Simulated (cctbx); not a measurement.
**Which space group?**

Cell: a = 3.7280 Å, b = 3.7280 Å, c = 3.7280 Å, α = 90.00°, β = 90.00°, γ = 90.00°. Expected content of the cell: La1 B3.

Simulated single-crystal data (cctbx): Mo Kα, λ = 0.71073 Å, to d = 0.8 Å, 50 % of the full sphere, strongest reflection 5000 counts, noise from counting, a 4 % proportional error and a noise floor of 15 counts (s.d.); no absorption, some extinction.

A first pass over the reflections prints:

```text
208 reflections to d = 0.814 A
centring   violations  <I/sigma> of those
    A        110 of   110     20.9
    B         97 of    97     20.6
    C        109 of   109     20.8
    I        108 of   108     20.9
    R        132 of   132     21.0
    F        158 of   158     20.7
Laue class    unique    Rint  (classes that these axes allow; Friedel mates merged)
P -1              153   0.025
P 1 2/m 1         110   0.027
P 1 1 2/m         106   0.027
P 2/m 1 1         109   0.026
P m m m            74   0.029
P 4/m              63   0.030
P 4/m m m          47   0.031
R -3 :R            74   0.031
R -3 m :R          50   0.032
P m -3             29   0.033
P m -3 m           22   0.034
space group    extra absences  I>4sigma  <I/sigma>
P 4 3 2                 0          0         -  acentric
P -4 3 m                0          0         -  acentric
P m -3 m                0          0         -  centric
Wilson B = 0.42 A^2   <|E^2-1|> = 0.599 (0.968 centric, 0.736 acentric)   E^2>4: 0.0 %
shell (A)         n   <I/sigma>
 3.73 - 1.17     10     54.4
 1.17 - 0.93      5     60.7
 0.93 - 0.81      7     64.1
```

**Question.** What are the lattice type, the Laue class and the likely space group?

Every centring test has many violations, so the lattice is primitive.

Rint stays low (0.025 to 0.034) up to P m -3 m, the highest class in these axes.

3 settings pass the absence test. No glide or screw absences show, which leaves P 4 3 2, P -4 3 m and P m -3 m.

⟨|E²−1|⟩ = 0.599 leans to a non-centrosymmetric structure, or to twinning, which lowers it. Here that hint misleads: the statistic assumes many like atoms on general positions, and few, heavy or special-position atoms break it. The Wilson B of 0.42 Å² means U ≈ 0.0053 Å².

The true group is Pm-3m (no. 221), Laue class m-3m, centrosymmetric. The tables only narrow the choice to the tied entries; cell content, site symmetry and trial solutions must settle it.

The model is made up (kin elements in a known structure type, no relaxation), so it says nothing on whether the phase exists.

[Logs are printed without paths, hosts, clocks, repeated set-up lines and the standing remarks that a program may print on its own settings, such as how far it seeks lower states.]
